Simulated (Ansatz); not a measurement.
**Stretching the linear Li chain**

Aim: how do moment and conductance of the linear Li chain follow its length?

Method: DFT PBE, plane waves, PAW; relaxation of a chain's period, in the first sound run; inputs show where later runs differ, in Ansatz 0.2.0.

**1. The starting structure**

The cell holds 1 atom: 1 Li. Its edges and angles: a = 7.500 Å, b = 7.500 Å, c = 2.381 Å, α = 90.0°, β = 90.0°, γ = 90.0°. Vacuum lies along a and b. The structure's axis is c.

**2. The relaxed wire**

Band widths follow the bond lengths, so the chain is relaxed first. The atoms and the third cell vector are free; the box across stays fixed as vacuum. Moments are seeded so that a magnetic state can form if it lies lower. A Fermi-Dirac smearing is set since the result may be a metal. The pressure printed is a third of the stress's trace over the whole box, vacuum included; only the stress along the axis is relaxed.

input.yaml

```yaml
crystal:
  lattice:
    - [7.5, 0.0, 0.0]
    - [0.0, 7.5, 0.0]
    - [0.0, 0.0, 2.3808]
  atoms:
    - { symbol: Li, position: [0.5, 0.5, 0.0], spin: 0.5 }
magnetization:
  spin_polarized: true
kpoints:
  mp_grid: { grid: [1, 1, 34] }
scf:
  occupations: { method: fermi_dirac, width: 0.05 }
hamiltonian:
  xc: pbe
relax:
  cell: { fix: [a, b, alpha, beta, gamma] }
  max_steps: 60
```

Command:

```sh
ansatz run input.yaml --threads 4 --pin off --max-ram 8192MiB --backend cpu --events-out ev --progress --plain --runs-dir out
```

Numbers of over 12 decimals in the logs are rounded to 6 here.

What it wrote:

```text
Engine: ansatz 0.2.0, x86_64-unknown-linux-gnu
Pseudopotentials: kind: paw
Pseudopotential: Li, paw, valence charge 3, recommended cutoff 420 eV (normal), Li.paw.azcp
Functional definition: PBE
  parameter kappa = 0.804
  parameter beta = 0.066725
  exchange = pbe_x(kappa = kappa, mu = beta*pi^2/3)
  correlation = pbe_c(beta = beta)
Crystal: 1 atoms, lattice volume = 133.920 Å³
Basis set: ecut = 420 eV, 2599 PW (Γ), exchange–correlation on 108×108×32 points (8 copies of the dense FFT grid, shifted against one another)
Bands: 6, of which v1, the nominal top of the filled ones, is band 2 counted from 1 (1 counted from 0)
Symmetry: 16 space group operations
Space group: P4/mmm (ITA 123), of the structure as read, at distance tolerance 5.1e-5 Å
Magnetic group: BNS 123.339 (UNI 999), of the structure as read, at distance tolerance 5.1e-5 Å
k-points: 18 of 34
Non-local potential: Li, projectors of the file, l = 0: 3, l = 1: 2, l = 2: 1
PAW form: soft (Blöchl's): semilocal exchange-correlation on the pseudo side does not see the compensation charge
PAW one-centre angular grid: Li, 110 points (default); XC on 64 Gauss nodes
Initial density: superposition of atomic densities (neutral atoms: chi_scale 0, normalization atom)
Starting moments: Σ|m| = 0.5 μB on 1 of 1 site
Initial wavefunctions: pseudopotential atomic-orbital guess
Functional: x = pbe(κ = 0.804, μ = 0.219515), c = pbe(β = 0.066725)
iter 1 solved again at ethr=1.64e-3 eV; its pass at ethr=3.10e-3 eV (dr2=4.91e-2 eV) is discarded
SCF iter   1: F=—  HF=-203.292667 eV  |F-HF|=—  |Δ(HF+E_count)|=         —  Δρ=1.91e-2 (↑1.89e-2 ↓1.91e-2)  dr2=4.96e-2  dr2_m=4.38e-1  M=0.089 μB ∫|m|=0.090 μB  β_m=0.30  ethr=1.64e-3  ⟨swp⟩=1.0  Hψ=2287  notcnv=0
preconditioner: auto → LDOS  [metal: Δε(μ)=0.102 eV  Ē_g=4.738 eV  σ=0.050 eV  W_gap=0.47  n_scr=8 (ndim 8)  ℏωp=3.2 eV  f_vac=0.288  D(μ)=0.53/eV (n_scr^D=4)]
spin=Collinear: LDOS preconditioning applied to the charge; magnetization (m = ρ↑ − ρ↓) channel mixes plain (no charge-response kernel on spin).
SCF iter   2: F=—  HF=-203.390845 eV  |F-HF|=—  |Δ(HF+E_count)|=   9.82e-2  Δρ=1.36e-2 (↑1.33e-2 ↓1.36e-2)  dr2=3.29e-2  dr2_m=2.19e-1  M=0.072 μB ∫|m|=0.073 μB  β_m=0.30  ethr=1.64e-3  ⟨swp⟩=1.6  Hψ=242  notcnv=0
SCF iter   3: F=—  HF=-203.435291 eV  |F-HF|=—  |Δ(HF+E_count)|=   4.44e-2  Δρ=9.50e-3 (↑9.47e-3 ↓9.50e-3)  dr2=6.12e-4  dr2_m=1.10e-1  M=0.055 μB ∫|m|=0.056 μB  β_m=0.30  ethr=1.10e-3  ⟨swp⟩=2.6  Hψ=400  notcnv=0
SCF iter   4: F=—  HF=-203.462635 eV  |F-HF|=—  |Δ(HF+E_count)|=   2.73e-2  Δρ=6.75e-3 (↑6.71e-3 ↓6.75e-3)  dr2=3.45e-4  dr2_m=5.54e-2  M=0.043 μB ∫|m|=0.044 μB  β_m=0.30  ethr=2.04e-5  ⟨swp⟩=2.0  Hψ=422  notcnv=0
SCF iter   5: F=—  HF=-203.478002 eV  |F-HF|=—  |Δ(HF+E_count)|=   1.54e-2  Δρ=4.78e-3 (↑4.76e-3 ↓4.78e-3)  dr2=5.74e-6  dr2_m=2.79e-2  M=0.032 μB ∫|m|=0.033 μB  β_m=0.30  ethr=1.15e-5  ⟨swp⟩=2.0  Hψ=432  notcnv=0
SCF iter   6: F=—  HF=-203.485010 eV  |F-HF|=—  |Δ(HF+E_count)|=   7.01e-3  Δρ=3.39e-3 (↑3.38e-3 ↓3.39e-3)  dr2=2.45e-6  dr2_m=1.41e-2  M=0.025 μB ∫|m|=0.026 μB  β_m=0.30  ethr=1.91e-7  ⟨swp⟩=2.0  Hψ=274  notcnv=0
SCF iter   7: F=—  HF=-203.488688 eV  |F-HF|=—  |Δ(HF+E_count)|=   3.68e-3  Δρ=2.41e-3 (↑2.41e-3 ↓2.41e-3)  dr2=3.24e-7  dr2_m=7.11e-3  M=0.019 μB ∫|m|=0.020 μB  β_m=0.30  ethr=8.16e-8  ⟨swp⟩=2.0  Hψ=383  notcnv=0
Mixer restart at iter 7: flushing history
spin-set hold released at iteration 7 (site moments contracting): the magnetisation degrees of freedom join the quasi-Newton model from the next iteration; the mixer history was flushed
SCF iter   8: F=—  HF=-203.490617 eV  |F-HF|=—  |Δ(HF+E_count)|=   1.93e-3  Δρ=1.71e-3 (↑1.71e-3 ↓1.71e-3)  dr2=1.23e-7  dr2_m=3.60e-3  M=0.015 μB ∫|m|=0.016 μB  β_m=0.65  ethr=1.08e-8  ⟨swp⟩=2.1  Hψ=276  notcnv=0
SCF iter   9: F=—  HF=-203.492852 eV  |F-HF|=—  |Δ(HF+E_count)|=   2.24e-3  Δρ=6.05e-5 (↑6.05e-5 ↓5.97e-5)  dr2=6.62e-9  dr2_m=4.43e-6  M=0.003 μB ∫|m|=0.004 μB  β_m=0.82  ethr=4.11e-9  ⟨swp⟩=3.0  Hψ=331  notcnv=0
SCF iter  10: F=—  HF=-203.492895 eV  |F-HF|=—  |Δ(HF+E_count)|=   4.27e-5  Δρ=2.87e-5 (↑2.87e-5 ↓2.80e-5)  dr2=4.14e-9  dr2_m=9.87e-7  M=0.002 μB ∫|m|=0.002 μB  β_m=0.91  ethr=2.21e-10  ⟨swp⟩=4.5  Hψ=512  notcnv=0
SCF iter  11: F=—  HF=-203.492904 eV  |F-HF|=—  |Δ(HF+E_count)|=   8.69e-6  Δρ=4.21e-6 (↑4.21e-6 ↓4.15e-6)  dr2=6.97e-11  dr2_m=2.14e-8  M=0.000 μB ∫|m|=0.000 μB  β_m=0.96  ethr=1.38e-10  ⟨swp⟩=4.2  Hψ=486  notcnv=0
SCF iter  12: F=—  HF=-203.492904 eV  |F-HF|=—  |Δ(HF+E_count)|=   1.93e-7  Δρ=1.18e-7 (↑1.18e-7 ↓1.14e-7)  dr2=9.73e-13  dr2_m=1.60e-11  M=-0.000 μB ∫|m|=0.000 μB  β_m=0.98  ethr=2.32e-12  ⟨swp⟩=3.5  Hψ=455  notcnv=0
SCF iter  13: F=-203.492904 eV  HF=-203.492904 eV  |F-HF|=8.84e-12  |Δ(HF+E_count)|=  3.15e-10  Δρ=2.02e-8 (↑2.02e-8 ↓2.01e-8)  dr2=2.59e-13  dr2_m=4.73e-13  M=-0.000 μB ∫|m|=0.000 μB  ethr=1.00e-12  ⟨swp⟩=2.1  Hψ=380  notcnv=0
WARN: the starting moments were not kept: the SCF closed with an absolute magnetisation of 8.6e-7 μB, where they sum to 0.5 μB in size (1 site). That is at most 0.1 of that sum. Measured as dr2_m measures the in/out step, that magnetisation stands 6.0e-14 eV from none, at or under the dr2_threshold of 1.0e-7 eV: it is no larger than a step whose dr2_m would equal this threshold. The system may hold no moment; this SC [...]
SCF 1 converged in 13 iterations: F = -203.492904 eV  dr2 = 2.59e-13
  greatest PAW one-centre occupation: 1.000 electrons in one spin orbital (limit 2), on the Li atom at site 0 (counted from 0), in its partial waves of l = 0
relax step   1: F+E_penalty+E_count = -203.49290404 eV  Δ(F+E_penalty+E_count) = +0.000e0 eV  max|allowed force component| = 0.000e0 eV/Å  Δτ_max = 0.0000 Å  P = +0.635 GPa  Ω = 133.920 Å³  fix = [a, b, alpha, beta, gamma]  reactions: a -0.333, b -0.333 GPa  (13 SCF iters, dr2 threshold 1.00e-7 eV, accepted)
Crystal: 1 atoms, lattice volume = 140.449 Å³
Basis set: ecut = 420 eV, 2745 PW (Γ), exchange–correlation on 108×108×32 points (8 copies of the dense FFT grid, shifted against one another)
Initial density: handed on by an earlier stage of this run
Starting moments: Σ|m| = 0.5 μB on 1 of 1 site; this step starts from the density that it was given
Initial wavefunctions: those handed on with the density
iter 1 solved again at ethr=1.34e-5 eV; its pass at ethr=3.10e-3 eV (dr2=4.02e-4 eV) is discarded
SCF iter   1: F=—  HF=-203.580473 eV  |F-HF|=—  |Δ(HF+E_count)|=         —  Δρ=8.17e-4 (↑7.93e-4 ↓8.17e-4)  dr2=4.02e-4  dr2_m=8.09e-4  M=-0.005 μB ∫|m|=0.006 μB  β_m=0.30  ethr=1.34e-5  ⟨swp⟩=1.1  Hψ=2230  notcnv=0
[...]
relax step   8: F+E_penalty+E_count = -203.72459523 eV  Δ(F+E_penalty+E_count) = -2.506e-5 eV  max|allowed force component| = 0.000e0 eV/Å  Δτ_max = 0.0000 Å  P = -0.207 GPa  Ω = 169.392 Å³  energy of the carried Pulay correction = -2.010e-5 eV  fix = [a, b, alpha, beta, gamma]  reactions: a -0.310, b -0.310 GPa  (7 SCF iters, accepted)
Basis set: ecut = 420 eV, 3323 PW (Γ), exchange–correlation on 108×108×48 points (8 copies of the dense FFT grid, shifted against one another)
Initial wavefunctions: pseudopotential atomic-orbital guess (no wavefunctions were taken with the density)
iter 1 solved again at ethr=1.13e-6 eV; its pass at ethr=3.10e-3 eV (dr2=3.39e-5 eV) is discarded
SCF iter   1: F=—  HF=-203.721513 eV  |F-HF|=—  |Δ(HF+E_count)|=         —  Δρ=1.36e-4 (↑1.36e-4 ↓1.36e-4)  dr2=2.62e-5  dr2_m=1.70e-13  M=-0.000 μB ∫|m|=0.000 μB  β_m=0.30  ethr=1.13e-6  ⟨swp⟩=2.7  Hψ=2404  notcnv=0
preconditioner: auto → none  [insulator: Δε(μ)=0.171 eV  Ē_g=3.901 eV  σ=0.050 eV  W_gap=0.69  n_scr=8 (ndim 8)  ℏωp=2.9 eV  f_vac=0.292  D(μ)=0.64/eV (n_scr^D=0)  ε∞_Penn≈1.5]
SCF iter   2: F=—  HF=-203.723461 eV  |F-HF|=—  |Δ(HF+E_count)|=   1.95e-3  Δρ=9.48e-5 (↑9.48e-5 ↓9.48e-5)  dr2=3.46e-6  dr2_m=1.28e-13  M=-0.000 μB ∫|m|=0.000 μB  β_m=0.38  ethr=8.73e-7  ⟨swp⟩=1.9  Hψ=320  notcnv=0
SCF iter   3: F=—  HF=-203.725371 eV  |F-HF|=—  |Δ(HF+E_count)|=   1.91e-3  Δρ=4.72e-5 (↑4.72e-5 ↓4.72e-5)  dr2=2.67e-6  dr2_m=7.39e-14  M=-0.000 μB ∫|m|=0.000 μB  β_m=0.69  ethr=1.15e-7  ⟨swp⟩=3.0  Hψ=406  notcnv=0
SCF iter   4: F=—  HF=-203.726276 eV  |F-HF|=—  |Δ(HF+E_count)|=   9.06e-4  Δρ=1.53e-5 (↑1.53e-5 ↓1.53e-5)  dr2=7.57e-7  dr2_m=2.51e-14  M=-0.000 μB ∫|m|=0.000 μB  β_m=0.82  ethr=8.91e-8  ⟨swp⟩=2.9  Hψ=388  notcnv=0
SCF iter   5: F=—  HF=-203.726429 eV  |F-HF|=—  |Δ(HF+E_count)|=   1.53e-4  Δρ=2.51e-6 (↑2.51e-6 ↓2.51e-6)  dr2=1.16e-8  dr2_m=3.44e-15  M=-0.000 μB ∫|m|=0.000 μB  β_m=0.91  ethr=2.52e-8  ⟨swp⟩=2.1  Hψ=332  notcnv=0
SCF iter   6: F=—  HF=-203.726435 eV  |F-HF|=—  |Δ(HF+E_count)|=   5.31e-6  Δρ=3.35e-7 (↑3.35e-7 ↓3.35e-7)  dr2=1.35e-9  dr2_m=9.22e-16  M=-0.000 μB ∫|m|=0.000 μB  β_m=0.95  ethr=3.87e-10  ⟨swp⟩=2.7  Hψ=276  notcnv=0
SCF iter   7: F=—  HF=-203.726435 eV  |F-HF|=—  |Δ(HF+E_count)|=   9.18e-8  Δρ=3.96e-8 (↑3.93e-8 ↓3.96e-8)  dr2=3.59e-11  dr2_m=1.31e-16  M=-0.000 μB ∫|m|=0.000 μB  β_m=0.95  ethr=4.51e-11  ⟨swp⟩=2.2  Hψ=260  notcnv=0
SCF iter   8: F=—  HF=-203.726506 eV  |F-HF|=—  |Δ(HF+E_count)|=   7.08e-5  Δρ=4.76e-7 (↑4.76e-7 ↓4.76e-7)  dr2=4.13e-9  dr2_m=3.83e-17  M=-0.000 μB ∫|m|=0.000 μB  β_m=0.95  ethr=1.00e-12  ⟨swp⟩=6.7  Hψ=624  notcnv=0
SCF iter   9: F=—  HF=-203.726506 eV  |F-HF|=—  |Δ(HF+E_count)|=  5.99e-11  Δρ=4.75e-7 (↑4.75e-7 ↓4.75e-7)  dr2=4.12e-9  dr2_m=3.49e-17  M=-0.000 μB ∫|m|=0.000 μB  β_m=0.76  ethr=1.20e-12  ⟨swp⟩=1.5  Hψ=234  notcnv=0
SCF iter  10: F=—  HF=-203.726506 eV  |F-HF|=—  |Δ(HF+E_count)|=   3.59e-9  Δρ=4.79e-7 (↑4.79e-7 ↓4.79e-7)  dr2=4.07e-9  dr2_m=1.23e-17  M=-0.000 μB ∫|m|=0.000 μB  β_m=0.88  ethr=1.20e-12  ⟨swp⟩=1.6  Hψ=236  notcnv=0
SCF iter  11: F=—  HF=-203.726506 eV  |F-HF|=—  |Δ(HF+E_count)|=   1.21e-8  Δρ=5.01e-7 (↑5.01e-7 ↓5.01e-7)  dr2=4.30e-9  dr2_m=9.91e-19  M=0.000 μB ∫|m|=0.000 μB  β_m=0.58  ethr=1.20e-12  ⟨swp⟩=1.7  Hψ=240  notcnv=0
SCF iter  12: F=—  HF=-203.726506 eV  |F-HF|=—  |Δ(HF+E_count)|=   2.38e-8  Δρ=4.53e-7 (↑4.52e-7 ↓4.53e-7)  dr2=3.60e-9  dr2_m=2.96e-17  M=-0.000 μB ∫|m|=0.000 μB  β_m=0.49  ethr=1.20e-12  ⟨swp⟩=1.7  Hψ=242  notcnv=0
SCF iter  13: F=—  HF=-203.726506 eV  |F-HF|=—  |Δ(HF+E_count)|=   4.79e-8  Δρ=3.24e-7 (↑3.24e-7 ↓3.24e-7)  dr2=1.86e-9  dr2_m=2.54e-16  M=-0.000 μB ∫|m|=0.000 μB  β_m=0.46  ethr=1.20e-12  ⟨swp⟩=2.8  Hψ=284  notcnv=0
SCF iter  14: F=—  HF=-203.726506 eV  |F-HF|=—  |Δ(HF+E_count)|=   4.70e-8  Δρ=3.97e-8 (↑3.88e-8 ↓3.97e-8)  dr2=2.40e-11  dr2_m=9.68e-16  M=-0.000 μB ∫|m|=0.000 μB  β_m=0.73  ethr=1.20e-12  ⟨swp⟩=2.6  Hψ=296  notcnv=0
SCF iter  15: F=-203.726506 eV  HF=-203.726506 eV  |F-HF|=8.19e-12  |Δ(HF+E_count)|=    0.00e0  Δρ=7.23e-9 (↑7.03e-9 ↓7.23e-9)  dr2=3.47e-13  dr2_m=4.35e-16  M=-0.000 μB ∫|m|=0.000 μB  ethr=1.00e-12  ⟨swp⟩=4.2  Hψ=504  notcnv=0
the starting moments were not kept: the SCF closed with an absolute magnetisation of 7.3e-8 μB, where they sum to 0.5 μB in size (1 site). That is at most 0.1 of that sum. Measured as dr2_m measures the in/out step, that magnetisation stands 4.2e-16 eV from none, at or under the dr2_threshold of 1.0e-11 eV: it is no larger than a step whose dr2_m would equal this threshold.
SCF 9 converged in 15 iterations: F = -203.726506 eV  dr2 = 3.47e-13
relax step   9: F+E_penalty+E_count = -203.72650565 eV  Δ(F+E_penalty+E_count) = -1.910e-3 eV  max|allowed force component| = 0.000e0 eV/Å  Δτ_max = 0.0000 Å  P = -0.192 GPa  Ω = 169.392 Å³  fix = [a, b, alpha, beta, gamma]  reactions: a -0.307, b -0.307 GPa  stress off target by 3.83e-2 GPa on what of the cell is left free  SCF on the basis re-selected at this cell (its energy is not comparable with the rows above)  (15 SCF iters)
basis re-selected at this cell: Δ(F+E_penalty+E_count) = -1.910e-3 eV, ΔP = +0.015 GPa vs the last step (what re-selecting the basis moved, of the pressure what is left beyond the Pulay correction that the steps carried, after the strain that the cell walked since its last selection, with what the two solves' SCF thresholds leave and, on support functions, any second-order correction that the steps lacked; it is no measure of the basis error at this ecutwfc). The dense FFT grid was sized anew with the basis: this SCF ran on 54×54×24 points, the steps before it on 54×54×16, so part of this shift can come from that change (see relax.cell in the input reference). [rest of the remark cut]
SCF converged after 15 iterations
Magnetization: -0.0000 μB (1.5000 up, 1.5000 down)
Absolute magnetization: 0.0000 μB (∫|ρ↑−ρ↓|, with the PAW one-centre terms)
Spin contamination: 0.0000 ħ² per cell (⟨S²⟩ above its minimum at these occupations)
Per-site moments (μB) at R_I (Å): [(-2.5441676574833526e-8, 1.242209)]
Free energy (F): -203.726506 eV
Harris-Foulkes:  -203.726506 eV  (|F-HF|=8.19e-12)
Internal energy: -203.720980 eV  (E = F + TS)
E sigma→0 (E₀):  -203.723743 eV
Entropy (-TS):   -0.005525 eV (-5.525 meV/atom)
Fermi energy:    -2.792256 eV
--- Per-component energies (eV) ---
  E_band       = -104.869581
  E_kinetic    = 19.477036
  E_local      = -208.974322  (includes V_loc(G=0)·N_el)
  E_nonlocal   = -33.299719
  E_hartree    = 70.704937
  E_xc         = -8.558177
  E_vxc        = -10.964644  (∫ρ·V_xc dr)
  E_paw        = -20.951907  (= ΣΔE_a)
  E_vpaw       = -12.517820  (= ΣTr[D̂ρ^β])
  E_aug_tail   = 0.000010  (compensation charges beyond the density's cutoff)
  E_ewald      = -22.118839
  E_smearing   = -0.005525  (= −TS)
  E_closure    = -0.000000  (closes the sum)
  Σ components = -203.726506   (vs F -203.726506, Δ=0.00e0)
--- Forces (eV/Å), atoms counted from 1 ---
  atom   1  Li     0.00000000    -0.00000000     0.00000000
  max |Σ_I F_I| component: 7.89e-30 eV/Å
--- Stress (GPa, compression-positive) ---
       -0.306693       0.000000       0.000000
        0.000000      -0.306693       0.000000
        0.000000       0.000000       0.038293
  P = ⅓ Tr σ = -0.1917 GPa (-1.917 kbar)
--- Relaxed structure (8 steps of the walk, 8 accepted, 1 SCFs on fresh bases) ---
  F+E_penalty+E_count = -203.72650565 eV   max|allowed force component| = 0.000e0 eV/Å   (the final SCF, on the basis selected at the relaxed cell)
  cell:  # Å, volume = 169.3921 Å³
    - [7.5, 0.0, 0.0]
    - [0.0, 7.5, 0.0]
    - [0.0, 0.0, 3.011415]
  atoms:
    - { symbol: Li, position: [0.5, 0.5, 0.0] }
```

Run time: 20 s. Hardware: 4 threads of Intel Xeon Platinum 8375C at 2.90GHz (Ice Lake), shared host; peak memory 0.43 GiB.

Step by step:

```tsv
step	energy less that of the first step (eV)	largest force component (eV/Å)	pressure (GPa)	volume (Å³)
1	0.0000	0.0000	0.64	133.92
2	-0.0896	0.0000	0.40	140.45
3	-0.1525	0.0000	0.21	146.94
4	-0.1946	0.0000	0.06	153.46
5	-0.2201	0.0000	-0.07	160.16
6	-0.2309	0.0000	-0.17	166.86
7	-0.2317	0.0000	-0.20	168.96
8	-0.2317	0.0000	-0.21	169.39
9*	-0.2336	0.0000	-0.19	169.39
```

Relaxation steps marked * repeat the geometry before them on a plane-wave basis chosen anew for their cell, so energy and pressure can jump there.

```tsv
cell as run	before	after	change
c (Å)	2.381	3.011	+26.5 %
```

The relaxed structure:

```xyz
1
Lattice="7.5000 0.0000 0.0000 0.0000 7.5000 0.0000 0.0000 0.0000 3.0114" Properties=species:S:1:pos:R:3
Li    3.7500    3.7500    0.0000
```

Numbers from this step:

```yaml
energy_at_zero_smearing: -203.7237 eV
cell_length_along_the_wire: 3.011 Å
```

The cell's length comes to 3.011 Å with no moment. That is +26 % against the start, more than a small adjustment.

The cell grew by 26.5 % in its periodic edges.

**3. At a set period, period over the relaxed period 0.88, k-mesh 1×1×31**

This step: DFT PBE, plane waves, PAW; channels and complex bands of a perfect chain (Ansatz 0.2.0).

The period is set to 0.88 times the relaxed one: shorter bonds widen the bands.

The cell differs from the one that the last finished run ended in (c 3.011 → 2.650 Å).

input.yaml, the sections that differ from step 2:

```yaml
crystal:
  lattice:
    - [7.5, 0.0, 0.0]
    - [0.0, 7.5, 0.0]
    - [0.0, 0.0, 2.6500448193]
  atoms:
    - { symbol: Li, position: [0.5, 0.5, 0.0], spin: 0.5 }
kpoints:
  mp_grid: { grid: [1, 1, 31] }
output:
  transmission:
    e_range: [-2, 2]
    de: 0.035
    kmesh: [1, 1]
    reduced_basis: true
    leads: [[0, 0]]
  stress: true
# magnetization, scf, hamiltonian: as in step 2
# relax: removed
```

What it wrote:

```text
[...]
Crystal: 1 atoms, lattice volume = 149.065 Å³
Basis set: ecut = 420 eV, 2961 PW (Γ)
Bands: 6, of which v1, the nominal top of the filled ones, is band 2 counted from 1 (1 counted from 0)
Symmetry: 16 space group operations
[...]
k-points: 16 of 31
[...]
Starting moments: Σ|m| = 0.5 μB on 1 of 1 site
[...]
SCF iter  13: F=-203.661176 eV  HF=-203.661176 eV  |F-HF|=4.25e-11  |Δ(HF+E_count)|=   1.01e-9  Δρ=4.18e-8 (↑3.94e-8 ↓4.18e-8)  dr2=2.86e-13  dr2_m=2.24e-12  M=-0.000 μB ∫|m|=0.000 μB  ethr=1.00e-12  ⟨swp⟩=2.0  Hψ=338  notcnv=0
SCF 1 converged in 13 iterations: F = -203.661176 eV  dr2 = 2.86e-13
[...]
transmission: 8 of 48 steps passed
transmission: 12 of 48 steps passed
[...]
transmission: 48 of 48 steps passed
SCF converged after 13 iterations
Magnetization: -0.0000 μB (1.5000 up, 1.5000 down)
Absolute magnetization: 0.0000 μB (∫|ρ↑−ρ↓|, with the PAW one-centre terms)
[...]
Per-site moments (μB) at R_I (Å): [(-2.3789187982041015e-7, 1.093143)]
Free energy (F): -203.661176 eV
[...]
Internal energy: -203.656283 eV  (E = F + TS)
E sigma→0 (E₀):  -203.658729 eV
Entropy (-TS):   -0.004893 eV (-4.893 meV/atom)
Fermi energy:    -2.736244 eV
[...]
--- Stress (GPa, compression-positive) ---
       -0.319428       0.000000       0.000000
        0.000000      -0.319428       0.000000
        0.000000       0.000000       1.115688
  P = ⅓ Tr σ = 0.1589 GPa (1.589 kbar)
--- Band table (eV; the first three rows and the last of 32) ---
[...]
--- Transmission ---
  basis      : 497 plane waves across, 4 finite elements along
  points     : 1, standing for a mesh of 1 x 1
  filling    : by the input's occupations and mesh, since the crystals that have channels conduct as metals do. If one of these is a semiconductor, that mesh has misplaced its level
  energies   : 115 from -2.000000 to 1.990000 eV about the Fermi level, 0.035000 eV apart; the leads are filled to 0.000000 eV, and channels, transmission and decay are at -0.005000 eV
  crystal 0  : Li1, at the sites [0, 0], period 2.6500 Å: whole cells are its period
    offset         : up to 0.0000 Å between an atom of the period and one for which it stands
    filled         : 8.9 meV over the level at which it is neutral
    channels       : 1.000000e0 up, 1.000000e0 down
    conductance    : 1.3774e14 S/m² at 300 K; may be off by some 0.0 % by where its bands' edges are placed, 0.0 % from the distance to neutral
```

It took 34 s on 4 threads; peak memory 0.43 GiB; 69 s of CPU time.

This step gave:

- energy at zero smearing: -203.6587 eV
- channels at the energy nearest the Fermi level, spin up: 1
- channels at the energy nearest the Fermi level, spin down: 1
- conductance of the lead as this run defines it: 1.0000 G₀
- band gap: 0 eV

The open channels of the lead by energy, zero at the Fermi level:

```tsv
energy (eV)	spin up	spin down
-0.985	0	0
-0.810	1	1
-0.600	1	1
-0.390	1	1
-0.215	1	1
-0.005	1	1
0.205	1	1
0.415	1	1
0.590	1	1
0.800	1	1
1.010	1	1
1.185	1	1
1.395	1	1
1.605	2	2
1.815	2	2
```

At the computed energy nearest the Fermi level there are 1 spin-up and 1 spin-down channels, and the thermal average gives 1.000 G₀.

(Part 1 of 2 ends here.)

[Logs are printed without paths, hosts, clocks, repeated set-up lines and the standing remarks that a program may print on its own settings, such as how far it seeks lower states.]

[Hosts, paths, dates, database ids (printed as entryN), source tags and the programs' standing remarks are cut or masked in the printed files.]
